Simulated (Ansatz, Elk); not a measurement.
## How far do independent atoms describe CuGe?

The structure of CuGe used here is made up (a known structure type with other elements) and was relaxed beforehand with PBEsol. The aim is the Fourier transform of its all-electron density, F(hkl), set beside the sum over free spherical atoms that refinements use.

Calculated with Elk 11.2.3 (patched build); DFT, PBE, all-electron APW+lo, Dirac cores, scalar-relativistic bands, static density, no spin.

The structure was built from a prototype and need not be the compound's stable phase.

## (1) Set-up

Symmetry: Pmma, No. 51, orthorhombic system. Conventional cell: a = 4.043 Å, b = 2.938 Å, c = 4.990 Å, α = 90.00°, β = 90.00°, γ = 90.00°. Nearest to Ge lie 6 Cu at 2.57 to 2.68 Å. Nearest to Cu lie 6 Ge at 2.57 to 2.68 Å and 2 Cu at 2.59 Å. Farther neighbours are not listed.

## (2) Ground state and structure factors

An all-electron density is needed, since X-rays see the cores too. Task 0 finds the density and task 195 Fourier-transforms it; tshift is off so that phases refer to the origin typed.

elk.in reads:

```
tasks
  0
  195

xctype
  20

spinpol
  .false.

rgkmax
  7.0

gmaxvr
  14.0

lmaxo
  7

lmaxapw
  8

swidth
  0.002

tshift
  .false.

ramdisk
  .false.

hmaxvr
  5.5

maxscl
  120

epspot
  1e-06

sppath
  './'

avec
  7.64011664451 0.00000000000 0.00000000000
  0.00000000000 5.55272819003 0.00000000000
  0.00000000000 0.00000000000 9.43017542189

atoms
  2
  'Ge.in'
  2
  0.7500000000 0.5000000000 0.2869008044   0.000000 0.000000 0.000000
  0.2500000000 0.5000000000 0.7130991956   0.000000 0.000000 0.000000
  'Cu.in'
  2
  0.7500000000 0.0000000000 0.8369966708   0.000000 0.000000 0.000000
  0.2500000000 0.0000000000 0.1630033292   0.000000 0.000000 0.000000

ngridk
  6 8 5
```

The run is started by

```sh
> OMP_NUM_THREADS=4 elk
```

Numbers of over 12 decimals in the logs are rounded to 6 here.

The program printed:

```text
┌─────────────────────────┐
│ Elk code version 11.2.3 │
└─────────────────────────┘

All units are atomic (Hartree, Bohr, etc.)

┌─────────────────────────────────────────────────┐
│ Ground-state run starting from atomic densities │
└─────────────────────────────────────────────────┘

Lattice vectors :
   7.640116645       0.000000000       0.000000000
   0.000000000       5.552728190       0.000000000
   0.000000000       0.000000000       9.430175422

Reciprocal lattice vectors :
  0.8223938978       0.000000000       0.000000000
   0.000000000       1.131549230       0.000000000
   0.000000000       0.000000000      0.6662850929

Unit cell volume      :    400.0609628
Brillouin zone volume :   0.6200310366

Muffin-tin inner radius fraction :   0.1000000000E-01

Nuclei treated as point charges

Species : 1 (Ge)
 parameters loaded from : Ge.in
 name : germanium
 nuclear charge    :   -32.00000000
 electronic charge :    32.00000000
 atomic mass :    132414.6196
 muffin-tin radius :    2.400000000
 number of radial points in muffin-tin :    993
 inner part over the whole radius :   0.9906635991E-02
 number on inner part of muffin-tin    :    702
 approximate nuclear radius :   0.7637961215E-04
 number of mesh points to nuclear radius :    340
 atomic positions (lattice), magnetic fields (Cartesian) :
  1 :  -0.25000000  0.50000000  0.28690080    0.00000000  0.00000000  0.00000000
  2 :   0.25000000  0.50000000 -0.28690080    0.00000000  0.00000000  0.00000000

Species : 2 (Cu)
 parameters loaded from : Cu.in
 name : copper
 nuclear charge    :   -29.00000000
 electronic charge :    29.00000000
 atomic mass :    115837.2717
 muffin-tin radius :    2.400000000
 number of radial points in muffin-tin :    993
 inner part over the whole radius :   0.9893084826E-02
 number on inner part of muffin-tin    :    701
 approximate nuclear radius :   0.7406004541E-04
 number of mesh points to nuclear radius :    336
 atomic positions (lattice), magnetic fields (Cartesian) :
  1 :  -0.25000000  0.00000000 -0.16300333    0.00000000  0.00000000  0.00000000
  2 :   0.25000000  0.00000000  0.16300333    0.00000000  0.00000000  0.00000000

Total number of atoms per unit cell :    4
Total muffin-tin volume :    231.6233432
 ratio of muffin-tin to unit cell volume :   0.5789701189

Spin treatment :
 spin-unpolarised

Number of Bravais lattice symmetries :    8
Number of crystal symmetries         :    8
Crystal has inversion symmetry
Real symmetric eigensolver will be used

k-point grid :      6     8     5
k-point offset :    0.000000000       0.000000000       0.000000000
k-point set is reduced with full crystal symmetry group
Total number of k-points :       60

Muffin-tin radius times maximum |G+k| :    7.000000000
 using average radius
Maximum |G+k| for APW functions       :    2.916666667
Maximum (1/2)|G+k|²                   :    4.253472222
Maximum |G| for potential and density :    14.00000000
Constant for pseudocharge density :    8
 order of it for each species :   15  15
 order of it for pair densities of each species (exact exchange by exxq0 0: 16) :   10  10
Radial integration step length :    1

G-vector grid sizes :     35    25    45
Number of G-vectors :    18513

Maximum angular momentum used for
 APW functions            :    8
 outer part of muffin-tin :    7
 inner part of muffin-tin :    2

Total nuclear charge    :   -122.0000000
Total core charge       :    60.00000000
Total valence charge    :    62.00000000
Total excess charge     :    0.000000000
Total electronic charge :    122.0000000

Effective Wigner radius, rₛ :   0.9216356072

Number of empty states         :     16
Total number of valence states :     48
Total number of core states    :     60

Third-order local-orbitals added for an l without core states : T
Total number of local-orbitals :     84

Exchange-correlation functional :     20     0     0
 Perdew-Burke-Ernzerhof, Phys. Rev. Lett. 77, 3865 (1996)
 gradient requirement :    1
[...]
correlation                 :     -5.945467
 electron entropic           :    -0.85468818937545E-03
 total energy                :     -7508.5291400979

Density of states at Fermi energy :    66.57366993
 (states/Hartree/unit cell)

Estimated indirect band gap :   0.3195296051E-03
 from k-point 11 to k-point 57
Estimated direct band gap   :   0.6641043273E-02
 at k-point 11

Charges :
 core                        :    60.00000000
 valence                     :    62.00000000
 interstitial                :    5.116298805
 muffin-tins (core leakage)
  species : 1 (Ge)
   atom 1                    :    30.76082712     (  0.3427769208E-03)
   atom 2                    :    30.76082712     (  0.3427769208E-03)
  species : 2 (Cu)
[...]
total in muffin-tins        :    116.8837012
 total calculated charge     :    121.9990178
 total charge                :    122.0000000
 error                       :   0.9821768291E-03

RMS change in Kohn-Sham potential (target) :   0.5056714819     (  0.1000000000E-05)
Absolute change in total energy (target)   :   0.4637028780     (  0.1000000000E-03)

[... loops 3 to 15 left out ...]

┌──────────────────┐
│ Loop number : 16 │
└──────────────────┘

Energies :
 Fermi                       :     0.282694
 sum of occupied eigenvalues :     -4307.2138017076
 electron kinetic            :      7653.7822067063
 core electron kinetic       :      6969.8657819025
 Coulomb                     :     -14867.146977268
 Coulomb potential           :     -11577.630090951
 nuclear-nuclear             :     -1145.8394208086
 electron-nuclear            :     -15898.988338849
 Hartree                     :      2177.6807823898
 Madelung                    :     -9078.3319317924
 xc potential                :     -383.36591746334
 exchange                    :     -288.88971842442
 correlation                 :     -5.953265
 electron entropic           :    -0.56816191715640E-03
 total energy                :     -7508.2083223874

Density of states at Fermi energy :    42.32828391
 (states/Hartree/unit cell)

Estimated indirect band gap :   0.5677468961E-03
 from k-point 18 to k-point 13
Estimated direct band gap   :   0.1711059781E-01
 at k-point 11

Charges :
 core                        :    60.00000000
 valence                     :    62.00000000
 interstitial                :    4.472826689
 muffin-tins (core leakage)
  species : 1 (Ge)
[...]
species : 2 (Cu)
[...]
total in muffin-tins        :    117.5271733
 total calculated charge     :    121.9990614
 total charge                :    122.0000000
 error                       :   0.9385580605E-03

RMS change in Kohn-Sham potential (target) :   0.3330619869E-06 (  0.1000000000E-05)
Absolute change in total energy (target)   :   0.2917695019E-04 (  0.1000000000E-03)

Convergence targets achieved

┌──────────────────┐
│ Loop number : 17 │
└──────────────────┘

Energies :
 Fermi                       :     0.282695
 sum of occupied eigenvalues :     -4307.2137733354
 electron kinetic            :      7653.7822290632
 core electron kinetic       :      6969.8657925989
 Coulomb                     :     -14867.146976323
 Coulomb potential           :     -11577.630092918
 nuclear-nuclear             :     -1145.8394208086
 electron-nuclear            :     -15898.988335915
 Hartree                     :      2177.6807804007
 Madelung                    :     -9078.3319298640
 xc potential                :     -383.36590948088
 exchange                    :     -288.88971824927
 correlation                 :     -5.953265
 electron entropic           :    -0.56816219235597E-03
 total energy                :     -7508.2082988821

Density of states at Fermi energy :    42.32830418
 (states/Hartree/unit cell)

Estimated indirect band gap :   0.5677282209E-03
 from k-point 18 to k-point 13
Estimated direct band gap   :   0.1711058251E-01
 at k-point 11

Charges :
 core                        :    60.00000000
 valence                     :    62.00000000
 interstitial                :    4.472826265
 muffin-tins (core leakage)
  species : 1 (Ge)
[...]
atom 2                    :    30.50482375     (  0.3346350918E-03)
  species : 2 (Cu)
   atom 1                    :    28.25876312     (  0.1594590261E-03)
   atom 2                    :    28.25876312     (  0.1594590261E-03)
 total in muffin-tins        :    117.5271737
 total calculated charge     :    121.9990614
 total charge                :    122.0000000
 error                       :   0.9385581878E-03

┌──────────────────────────────┐
│ Self-consistent loop stopped │
└──────────────────────────────┘

Warning : core states of species 1 leak from the muffin-tin :   0.3346350918E-03

Warning : core states of species 2 leak from the muffin-tin :   0.1594590261E-03

Wrote STATE.OUT
```

Wall time 34 s (4 threads of Arm Neoverse V1, shared host); peak memory 0.18 GiB; 1.9 min of CPU time.

SFACRHO.OUT:

```text

h k l indices transformed by vhmat matrix:
   1.000000000       0.000000000       0.000000000    
   0.000000000       1.000000000       0.000000000    
   0.000000000       0.000000000       1.000000000    

      h      k      l  multipl.   |H|            Re(F)            Im(F)           |F|

      0      0      0      1   0.0000000       122.00000     -0.15755643E-16   122.00000    
      0      0     -1      2  0.66628509       14.518215      0.83279417E-14   14.518215    
      1      0      0      2  0.82239390      0.63586341E-14 -0.27759806E-14  0.69381767E-14
      1      0     -1      2   1.0584269      -10.480601      0.13879903E-13   10.480601    
      1      0      1      2   1.0584269       10.480601      0.16655883E-13   10.480601    
      0     -1      0      2   1.1315492      -4.6620373      0.16655892E-13   4.6620373    
      0     -1     -1      4   1.3131411       36.092227      0.55519612E-14   36.092227    
      0      0     -2      2   1.3325702      -67.029530     -0.11103922E-13   67.029530    
     -1     -1      0      4   1.3988336     -0.11176809E-13  -0.0000000      0.11176809E-13
     -1      1     -1      4   1.5494100      -84.818001     -0.22207845E-13   84.818001    
     -1      1      1      4   1.5494100       84.818001     -0.12491913E-13   84.818001    
      1      0     -2      2   1.5659103       60.580646      0.27759806E-13   60.580646    
      1      0      2      2   1.5659103      -60.580646      0.26371815E-13   60.580646    
      2      0      0      2   1.6447878      -90.357202     -0.84564735E-16   90.357202    
      0     -1      2      4   1.7481839       22.411921     -0.11103922E-13   22.411921    
      2      0     -1      2   1.7746162      -10.968321     -0.11103922E-13   10.968321    
      2      0      1      2   1.7746162      -10.968321      0.11103922E-13   10.968321    
      1     -1      2      4   1.9319624      -15.406354      0.22207845E-13   15.406354
```

Elk indexes on the primitive cell of elk.in and gives |H| = 4π sin θ/λ in inverse bohr. Below, one row stands for each form hkl of the conventional cell (m members, Friedel mates merged), F is for one primitive cell and the density is static (no thermal factor). Free-atom factors are Waasmaier and Kirfel's, and R is Σm||F|−|F'||/Σm|F|.

| hkl | m | sin θ/λ (Å⁻¹) | abs F, DFT | neutral atoms | diff. |
| --- | --- | --- | --- | --- | --- |
| 001 | 2 | 0.100 | 14.518 | 14.580 | -0.062 |
| 100 | 2 | 0.124 | 0.000 | 0.000 | +0.000 |
| 101 | 4 | 0.159 | 10.481 | 10.027 | +0.454 |
| 010 | 2 | 0.170 | 4.662 | 4.113 | +0.549 |
| 011 | 4 | 0.198 | 36.092 | 36.356 | -0.264 |
| 002 | 2 | 0.200 | 67.029 | 67.318 | -0.288 |
| 110 | 4 | 0.210 | 0.000 | 0.000 | +0.000 |
| 111 | 8 | 0.233 | 84.818 | 85.606 | -0.788 |
| 102 | 4 | 0.235 | 60.581 | 61.225 | -0.645 |
| 200 | 2 | 0.247 | 90.357 | 91.377 | -1.019 |
| 012 | 4 | 0.263 | 22.412 | 22.296 | +0.116 |
| 201 | 4 | 0.267 | 10.968 | 11.232 | -0.264 |
| 112 | 8 | 0.290 | 15.406 | 15.818 | -0.411 |
| 210 | 4 | 0.300 | 4.792 | 4.554 | +0.237 |
| 003 | 2 | 0.301 | 10.861 | 11.247 | -0.386 |
| 211 | 8 | 0.317 | 29.740 | 29.987 | -0.247 |
| 202 | 4 | 0.318 | 55.834 | 56.239 | -0.405 |
| 103 | 4 | 0.325 | 35.244 | 35.397 | -0.152 |

## (3) The highest occupied states alone

An energy window below the Fermi level keeps the highest occupied states, to see at which angles they scatter; shallow core shells can lie inside it and anion s states outside. No new self-consistency is needed.

Changes to elk.in since step 2:

```diff
@@ -1,3 +1,2 @@
 tasks
-  0
   195
@@ -40,2 +39,5 @@
 
+wsfac
+  -0.158300 0.582690
+
 sppath
```

The run is started by

```sh
> OMP_NUM_THREADS=4 elk
```

The program printed:

```text
┌─────────────────────────────────┐
│ Elk code version 11.2.3 started │
└─────────────────────────────────┘

Info(readinput): the functional depends on the density's gradient
 muffin-tin radial points multiplied by    2.00000
 (not where nrmtscf is given)

┌────────────────────┐
│ Current task : 195 │
└────────────────────┘

Info(sfacrho): density structure factors written to SFACRHO.OUT

 Energy window :  -0.1583000000      0.5826900000

┌──────────────────┐
│ Elk code stopped │
└──────────────────┘
```

The job ended after 6.4 s (4 threads; peak memory 0.18 GiB).

States within 12 eV below the Fermi level hold 29.78 electrons; any levels below the window count with the cores, and a count that is not whole means the window cuts a band. Their amplitudes can exceed the total, where window and core parts have opposite phase:

| hkl | sin θ/λ (Å⁻¹) | abs F, window | abs F, all |
| --- | --- | --- | --- |
| 001 | 0.100 | 8.721 | 14.518 |
| 100 | 0.124 | 0.000 | 0.000 |
| 101 | 0.159 | 11.189 | 10.481 |
| 010 | 0.170 | 13.179 | 4.662 |
| 011 | 0.198 | 7.369 | 36.092 |
| 002 | 0.200 | 7.066 | 67.029 |
| 110 | 0.210 | 0.000 | 0.000 |
| 111 | 0.233 | 10.466 | 84.818 |
| 102 | 0.235 | 10.675 | 60.581 |
| 200 | 0.247 | 11.319 | 90.357 |

## (4) Another try

In this try the input is made faulty on purpose, to show what that does.

The input is changed as shown.

Changes to elk.in since step 3:

```diff
@@ -1,2 +1,3 @@
 tasks
+  0
   195
@@ -34,3 +35,3 @@
 maxscl
-  120
+  40
 
@@ -39,7 +40,7 @@
 
-wsfac
-  -0.158300 0.582690
-
 sppath
   './'
+
+scale
+  0.52917721
```

The run is started by

```sh
> OMP_NUM_THREADS=4 elk
```

The program printed:

```text
┌─────────────────────────┐
│ Elk code version 11.2.3 │
└─────────────────────────┘

All units are atomic (Hartree, Bohr, etc.)

┌─────────────────────────────────────────────────┐
│ Ground-state run starting from atomic densities │
└─────────────────────────────────────────────────┘

Lattice vectors :
   4.042975610       0.000000000       0.000000000
   0.000000000       2.938377211       0.000000000
   0.000000000       0.000000000       4.990233920

Reciprocal lattice vectors :
   1.554099236       0.000000000       0.000000000
[...]
total charge                :    122.0000000
 error                       :   0.8663417589

┌──────────────────────────────┐
│ Self-consistent loop stopped │
└──────────────────────────────┘

Warning : the lowest level lies among the core levels :   -2.764766594     -0.7583567647

Warning : core states of species 1 leak from the muffin-tin :   0.3384033296

Warning : core states of species 2 leak from the muffin-tin :   0.9489725157E-01

Warning : the occupied levels lie far from the species files' linearisation energy :    2.011607094

Warning : more electrons lie deep than the shells out of the core hold :   26.5000       12.0000

Wrote STATE.OUT
[key lines of the parts left out:]
total energy                :     -7577.2647892658
```

Elapsed: 31 s, on 4 threads; peak memory 0.18 GiB; 2 min of CPU time.

The run finished. A setting was moved off its sound value on purpose, so it serves as a test and not as the result.

The fault put into the input: lattice vectors in angstrom read as bohr.

Its structure factors differ from the first run's by R = 38.1 %.

[end of part 1 of 2]

[Logs are printed without paths, hosts, clocks, repeated set-up lines and the standing remarks that a program may print on its own settings, such as how far it seeks lower states.]

[Hosts, paths, dates, database ids (printed as entryN), source tags and the programs' standing remarks are cut or masked in the printed files.]
